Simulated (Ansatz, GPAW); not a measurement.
## Work function of a 9-layer slab of Ni(100) at several levels

Wanted: work functions and dipole of a 9-layer slab of Ni(100), with the cost of each level.

Method: Ansatz plane waves; slab in vacuum with a dipole correction, relaxation, in the first sound run; inputs show where later runs differ, in GPAW 26.7.0 and Ansatz 0.2.0.

Report form: the programs' logs are mostly left out.

**1. The structure**

The cell holds 9 atoms: 9 Ni. Cell: a = 2.489 Å, b = 2.489 Å, c = 30.080 Å, α = 90.0°, β = 90.0°, γ = 90.0°. Vacuum lies along c.

**2. Relaxation**

The atoms are relaxed first, since the surface dipole, and with it the work function, follows the positions of the outer layers. The lowest 4 atoms are held at bulk positions and keep their forces.

Contents of input.yaml:

```yaml
crystal:
  lattice:
    - [2.4890158698, 0.0, 0.0]
    - [0.0, 2.4890158698, 0.0]
    - [0.0, 0.0, 30.08]
  atoms:
    - { symbol: Ni, position: [0.0, 0.0, 0.2659574468], spin: 0.7 }
    - { symbol: Ni, position: [0.5, 0.5, 0.3244680851], spin: 0.7 }
    - { symbol: Ni, position: [0.0, 0.0, 0.3829787234], spin: 0.7 }
    - { symbol: Ni, position: [0.5, 0.5, 0.4414893617], spin: 0.7 }
    - { symbol: Ni, position: [0.0, 0.0, 0.5], spin: 0.7 }
    - { symbol: Ni, position: [0.5, 0.5, 0.5585106383], spin: 0.7 }
    - { symbol: Ni, position: [0.0, 0.0, 0.6170212766], spin: 0.7 }
    - { symbol: Ni, position: [0.5, 0.5, 0.6755319149], spin: 0.7 }
    - { symbol: Ni, position: [0.0, 0.0, 0.7340425532], spin: 0.7 }
magnetization:
  spin_polarized: true
kpoints:
  mp_grid: { grid: [13, 13, 1] }
hamiltonian:
  xc: pbe
scf:
  occupations: { method: fermi_dirac, width: 0.1 }
efield:
  axis: 3
  dipole_correction: true
  ramp_width: 0.05
relax:
  f_tol: 0.02
  max_steps: 60
  constraints: [{ sites: [0, 1, 2, 3] }]
output:
  write_potential: true
  write_density: true
  volumetric_format: npy
```

The run is started by

```sh
> ansatz run input.yaml --threads 4 --pin off --max-ram 8192MiB --backend cpu --events-out ev --progress --plain --runs-dir out
```

Wall time 1.8 min (4 threads of AMD EPYC 7R13 (Zen 3), shared host); peak memory 1.3 GiB; 7.1 min of CPU time.

Relaxation path:

```
step  energy less that of the first step (eV)  largest force component (eV/Å)
   1                                   0.0000                          0.3569
   2                                  -0.0062                          0.2413
   3                                  -0.0106                          0.0148
   4                                  -0.0106                          0.0148
```

The run keeps the 8 symmetry operations that it works with, so distortions that break them were not tested.

The atoms that moved most (Å):

```
atom     dx     dy      dz  length
 Ni9  0.000  0.000  -0.050   0.050
 Ni8  0.000  0.000   0.015   0.015
```

Final coordinates:

```cif
data_structure
_symmetry_space_group_name_H-M 'P 1'
_symmetry_Int_Tables_number 1
_cell_length_a 2.4890
_cell_length_b 2.4890
_cell_length_c 30.0800
_cell_angle_alpha 90.000
_cell_angle_beta 90.000
_cell_angle_gamma 90.000
_cell_volume 186.35
loop_
_atom_site_label
_atom_site_type_symbol
_atom_site_fract_x
_atom_site_fract_y
_atom_site_fract_z
_atom_site_occupancy
Ni1 Ni 0.00000 0.00000 0.26596 1
Ni2 Ni 0.50000 0.50000 0.32447 1
Ni3 Ni 0.00000 0.00000 0.38298 1
Ni4 Ni 0.50000 0.50000 0.44149 1
Ni5 Ni 0.00000 0.00000 0.50000 1
Ni6 Ni 0.50000 0.50000 0.55849 1
Ni7 Ni 0.00000 0.00000 0.61704 1
Ni8 Ni 0.50000 0.50000 0.67603 1
Ni9 Ni 0.00000 0.00000 0.73237 1
```

This step gave:

```yaml
free_energy: -52555.9961 eV
smearing_term_ts: 0.4898 eV
magnetization: 5.890 μB
absolute_magnetization: 6.702 μB
symmetry_operations: 8
upper_work_function: 4.898 eV
lower_work_function: 4.901 eV
dipole_along_the_normal: 9.13e-5 e·Å
dipole_field: 8.86e-5 V/Å
vacuum_level_above: 12.18 eV
vacuum_level_below: 12.18 eV
```

The electrostatic potential energy of an electron (with the applied field's), less the Fermi level, planar mean oscillates, so the rows of the table below give means over windows of 1.81 Å about each position, cut where the curve ends. Its maxima inside the range that stand out by 2 % of the span (Å: eV): 8.9: -2.43, 10.6: -2.69, 12.4: -2.48, 14.2: -2.60, 15.9: -2.61, 17.7: -2.46, 19.5: -2.46, 21.2: -3.31. Its minima: 7.9: -17.2, 9.7: -17.5, 11.6: -17.4, 13.2: -17.4, 15.0: -17.5, 16.9: -17.4, 18.5: -17.4, 20.3: -17.5, 22.0: -17.3.

The electrostatic potential energy of an electron (with the applied field's), less the Fermi level, planar mean by z; means over each step:

```
z (Å)  electrostatic potential energy of an electron (with the applied field's), less the Fermi level, planar mean (eV)
 0.91                                                                                                              4.90
 2.71                                                                                                              4.90
 4.52                                                                                                              4.89
 6.33                                                                                                              3.63
 8.14                                                                                                             -9.85
 9.95                                                                                                             -10.2
11.76                                                                                                             -10.2
13.57                                                                                                             -10.3
15.38                                                                                                             -10.3
17.20                                                                                                             -10.3
19.00                                                                                                             -10.3
20.81                                                                                                             -10.9
22.62                                                                                                             -6.45
24.43                                                                                                              4.71
26.24                                                                                                              4.90
28.05                                                                                                              4.90
29.86                                                                                                              4.90
```

The valence density, planar mean (density) oscillates, so the rows of the table below give means over windows of 1.81 Å about each position, cut where the curve ends. Its maxima inside the range that stand out by 2 % of the span (Å: e/Å³): 7.9: 3.84, 9.7: 3.98, 11.6: 3.93, 13.2: 3.90, 15.0: 3.98, 16.9: 3.90, 18.5: 3.93, 20.3: 3.98, 22.0: 3.94. Its minima: 8.9: 0.366, 10.6: 0.371, 12.4: 0.363, 14.2: 0.368, 15.9: 0.368, 17.7: 0.363, 19.5: 0.361, 21.2: 0.404.

Table of valence density, planar mean by z; means over each step:

```
z (Å)  density (e/Å³)  rho spin (e/Å³)
 2.71          4.2e-6          -6.5e-7
 4.52          4.4e-4          -3.9e-5
 6.33          0.0475          -8.8e-5
 8.14            1.60           0.0647
 9.95            1.62           0.0580
11.76            1.62           0.0571
13.57            1.62           0.0558
15.38            1.63           0.0565
17.20            1.63           0.0564
19.00            1.63           0.0575
20.81            1.71           0.0622
22.62            1.34           0.0578
24.43         0.00672          -3.4e-4
26.24          6.6e-5          -7.9e-6
```

Site moment by atom:

```
atom  site moment (μB)
 Ni1             0.767
 Ni2             0.687
 Ni3             0.676
 Ni4             0.659
 Ni5             0.665
 Ni6             0.659
 Ni7             0.673
 Ni8             0.689
 Ni9             0.763
```

The relaxation lowered the energy of the cell by 0.0106 eV.

**3. Plane waves, PBE**

With the geometry fixed, the planar mean of the potential gives the vacuum level on each side.

This step: GPAW, PAW setups; slab in vacuum (GPAW 26.7.0).

Contents of run.py:

```python
import json
import numpy as np
from ase import Atoms
from gpaw import GPAW, PW

slab = Atoms(
    ['Ni', 'Ni', 'Ni', 'Ni', 'Ni', 'Ni', 'Ni', 'Ni', 'Ni'],
    positions=[
        [0.00000, 0.00000, 8.00000],
        [1.24451, 1.24451, 9.76000],
        [0.00000, 0.00000, 11.52000],
        [1.24451, 1.24451, 13.28000],
        [0.00000, 0.00000, 15.04003],
        [1.24451, 1.24451, 16.79949],
        [-0.00000, 0.00000, 18.56064],
        [1.24451, 1.24451, 20.33500],
        [-0.00000, 0.00000, 22.02973]],
    cell=[[2.48902, 0.0, 0.0], [0.0, 2.48902, 0.0], [0.0, 0.0, 30.08]],
    pbc=[True, True, False],
    magmoms=[0.7, 0.7, 0.7, 0.7, 0.7, 0.7, 0.7, 0.7, 0.7])

slab.calc = GPAW(mode=PW(400), xc='PBE', kpts={'size': (13, 13, 1), 'gamma': True},
                 occupations={'name': 'fermi-dirac', 'width': 0.1}, nbands='160%',
                 convergence={'density': 1e-05}, maxiter=200,
                 poissonsolver={'dipolelayer': 'xy'},
                 symmetry={'tolerance': 1e-3}, txt='slab.txt')
result = {}
energy = slab.get_potential_energy()
fermi = slab.calc.get_fermi_level()
v = slab.calc.get_electrostatic_potential().mean((0, 1)) - fermi
n = slab.calc.get_pseudo_density().mean((0, 1))
L = slab.cell[2, 2]
z = np.arange(len(v)) * L / len(v)
low, high = slab.positions[:, 2].min(), slab.positions[:, 2].max()
below, above = np.interp([low - 5.8, high + 5.8], z, v)
slopes = [np.interp(x, z, np.gradient(v, z)) for x in (low - 5.8, high + 5.8)]
eps = np.array([[slab.calc.get_eigenvalues(k, s) for k in range(len(slab.calc.get_ibz_k_points()))]
                for s in range(slab.calc.get_number_of_spins())]) - fermi
top, bottom = eps[eps < 0].max(), eps[eps > 0].min()
dipole = slab.get_dipole_moment()[2]
print(f'energy {energy:.4f} eV, Fermi level {fermi:.4f} eV, dipole {dipole:.5f} e A')
print(f'potential 5.8 A off the faces, from the Fermi level: lower {below:.4f} eV, upper {above:.4f} eV')
print(f'slope of the potential there: lower {slopes[0]:.5f}, upper {slopes[1]:.5f} eV/A')
print(f'nearest levels on the mesh: {top:.4f} and {bottom:.4f} eV')
print('magnetic moment', round(slab.get_magnetic_moment(), 3))
result.update(energy=energy, fermi=fermi, dipole=dipole, below=below, above=above, slopes=slopes, edges=[top, bottom],
              z=z.tolist(), v=v.tolist(), n=n.tolist(), positions=slab.positions.tolist(),
              forces=slab.get_forces(apply_constraint=False).tolist(), moments=slab.get_magnetic_moments().tolist())
json.dump(result, open('result.json', 'w'))
```

The run is started by

```sh
> OMP_NUM_THREADS=1 OPENBLAS_NUM_THREADS=1 python run.py
```

Wall time 30 min (1 thread); peak memory 0.59 GiB.

This step gave:

```yaml
dipole_along_the_normal: 1.60e-4 e·Å
levels_nearest_the_fermi_level_on_the_mesh: -0.005724, 0.004154 eV from the Fermi level
upper_work_function: 4.940 eV
lower_work_function: 4.943 eV
sum_of_the_site_moments: 6.276 μB
```

The electrostatic potential energy of an electron (without an applied field's), less the Fermi level, planar mean oscillates, so the rows of the table below give means over windows of 1.72 Å about each position, cut where the curve ends. Its maxima inside the range that stand out by 2 % of the span (Å: eV): 8.9: -2.16, 10.6: -2.24, 12.4: -2.30, 14.2: -2.24, 15.9: -2.25, 17.7: -2.28, 19.4: -2.10, 21.2: -2.85. Its minima: 7.9: -15.6, 9.8: -15.9, 11.5: -15.9, 13.3: -15.8, 15.0: -15.9, 16.8: -15.8, 18.6: -15.9, 20.3: -15.9, 22.0: -15.8.

The electrostatic potential energy of an electron (without an applied field's), less the Fermi level, planar mean by z; means over each step:

z (Å), electrostatic potential energy of an electron (without an applied field's), less the Fermi level, planar mean (eV) and a bar from the least value:
```
     0.86        4.9 ##############################
     2.58        4.9 ##############################
     4.30        4.9 ##############################
     6.02        4.4 #############################
     7.74       -7.5 ###
     9.46       -8.6 #
    11.18       -8.6 #
    12.90       -8.6 #
    14.62       -8.6 #
    16.34       -8.6 #
    18.06       -8.5 #
    19.78       -8.4 #
    21.50       -8.9 
    23.22        1.1 ######################
    24.94        4.9 ##############################
    26.66        4.9 ##############################
    28.38        4.9 ##############################
```

The pseudo valence density, planar mean oscillates, so the rows of the table below give means over windows of 1.72 Å about each position, cut where the curve ends. Its maxima inside the range that stand out by 2 % of the span (Å: e/Å³): 7.9: 3.28, 9.7: 3.17, 11.6: 3.20, 13.3: 3.31, 15.0: 3.35, 16.8: 3.31, 18.5: 3.20, 20.4: 3.23, 22.1: 3.12. Its minima: 8.8: 0.381, 10.7: 0.390, 12.5: 0.376, 14.2: 0.370, 15.9: 0.370, 17.6: 0.376, 19.6: 0.382, 21.3: 0.429.

Table of pseudo valence density, planar mean by z; means over each step:

```
z (Å)  pseudo valence density, planar mean (e/Å³)
 4.30                                      2.3e-4
 6.02                                      0.0192
 7.74                                        1.41
 9.46                                        1.49
11.18                                        1.48
12.90                                        1.48
14.62                                        1.48
16.34                                        1.47
18.06                                        1.47
19.78                                        1.45
21.50                                        1.52
23.22                                       0.253
24.94                                     0.00177
26.66                                      2.2e-5
```

Force by atom:

```
atom  x (eV/Å)  y (eV/Å)  z (eV/Å)   size
 Ni1     0.000     0.000     0.262  0.262
 Ni2     0.000     0.000    -0.372  0.372
 Ni3     0.000     0.000     0.026  0.026
 Ni4     0.000     0.000     0.015  0.015
 Ni5     0.000     0.000    -0.002  0.002
 Ni6     0.000     0.000     0.003  0.003
 Ni7     0.000     0.000     0.003  0.003
 Ni8     0.000     0.000    -0.031  0.031
 Ni9     0.000     0.000     0.094  0.094
```

The potential is flat to 5.3e-5 eV/Å where it is read, so the vacuum is wide enough. The geometry is the other program's minimum; here the largest force on a free atom is 0.094 eV/Å.

**4. Self-consistent run: xc = "RPBE"**

The same geometry under RPBE, to see how far the functional moves the levels against the vacuum.

run.py, as its differences from that of step 3:

```diff
@@ -21,3 +21,3 @@
 
-slab.calc = GPAW(mode=PW(400), xc='PBE', kpts={'size': (13, 13, 1), 'gamma': True},
+slab.calc = GPAW(mode=PW(400), xc='RPBE', kpts={'size': (13, 13, 1), 'gamma': True},
                  occupations={'name': 'fermi-dirac', 'width': 0.1}, nbands='160%',
```

Wall time 29 min (1 thread); peak memory 0.59 GiB.

Numbers from this step:

```yaml
dipole_along_the_normal: 1.37e-4 e·Å
levels_nearest_the_fermi_level_on_the_mesh: -8.13e-4, 7.87e-4 eV from the Fermi level
upper_work_function: 4.774 eV
lower_work_function: 4.776 eV
sum_of_the_site_moments: 6.340 μB
```

The electrostatic potential energy of an electron (without an applied field's), less the Fermi level, planar mean oscillates, so the rows of the table below give means over windows of 1.72 Å about each position, cut where the curve ends. Its maxima inside the range that stand out by 2 % of the span (Å: eV): 8.9: -2.33, 10.6: -2.41, 12.4: -2.46, 14.2: -2.41, 15.9: -2.42, 17.7: -2.44, 19.4: -2.27, 21.2: -3.02. Its minima: 7.9: -15.7, 9.8: -16.1, 11.5: -16.0, 13.3: -16.0, 15.0: -16.1, 16.8: -16.0, 18.6: -16.0, 20.3: -16.1, 22.0: -15.9.

The electrostatic potential energy of an electron (without an applied field's), less the Fermi level, planar mean by z; means over each step:

z (Å), electrostatic potential energy of an electron (without an applied field's), less the Fermi level, planar mean (eV) and a bar from the least value:
```
     0.86        4.8 ##############################
     2.58        4.8 ##############################
     4.30        4.8 ##############################
     6.02        4.3 #############################
     7.74       -7.6 ###
     9.46       -8.7 #
    11.18       -8.8 #
    12.90       -8.7 #
    14.62       -8.7 #
    16.34       -8.7 #
    18.06       -8.7 #
    19.78       -8.6 #
    21.50       -9.1 
    23.22        1.0 ######################
    24.94        4.7 ##############################
    26.66        4.8 ##############################
    28.38        4.8 ##############################
```

The pseudo valence density, planar mean oscillates, so the rows of the table below give means over windows of 1.72 Å about each position, cut where the curve ends. Its maxima inside the range that stand out by 2 % of the span (Å: e/Å³): 7.9: 3.28, 9.7: 3.17, 11.6: 3.20, 13.3: 3.31, 15.0: 3.35, 16.8: 3.31, 18.5: 3.20, 20.4: 3.23, 22.1: 3.12. Its minima: 8.8: 0.381, 10.7: 0.390, 12.5: 0.376, 14.2: 0.369, 15.9: 0.369, 17.6: 0.375, 19.6: 0.381, 21.3: 0.428.

Table of pseudo valence density, planar mean by z; means over each step:

z (Å), pseudo valence density, planar mean (e/Å³) and a bar:
```
     4.30       0.00 
     6.02       0.02 
     7.74       1.41 ############################
     9.46       1.49 #############################
    11.18       1.48 #############################
    12.90       1.48 #############################
    14.62       1.48 #############################
    16.34       1.47 #############################
    18.06       1.47 #############################
    19.78       1.45 #############################
    21.50       1.52 ##############################
    23.22       0.25 #####
    24.94       0.00 
    26.66       0.00
```

Force by atom:

```
atom  x (eV/Å)  y (eV/Å)  z (eV/Å)   size
 Ni1     0.000     0.000     0.023  0.023
 Ni2     0.000     0.000    -0.370  0.370
 Ni3     0.000     0.000     0.027  0.027
 Ni4     0.000     0.000     0.015  0.015
 Ni5     0.000     0.000    -0.002  0.002
 Ni6     0.000     0.000     0.003  0.003
 Ni7     0.000     0.000     0.007  0.007
 Ni8     0.000     0.000    -0.057  0.057
 Ni9     0.000     0.000     0.354  0.354
```

The upper face's work function is 4.774 eV, against 4.940 eV in the first plane-wave PBE run at this geometry.

[end of part 1 of 2]

[Logs are printed without paths, hosts, clocks, repeated set-up lines and the standing remarks that a program may print on its own settings, such as how far it seeks lower states.]

[Hosts, paths, dates, database ids (printed as entryN), source tags and the programs' standing remarks are cut or masked in the printed files.]
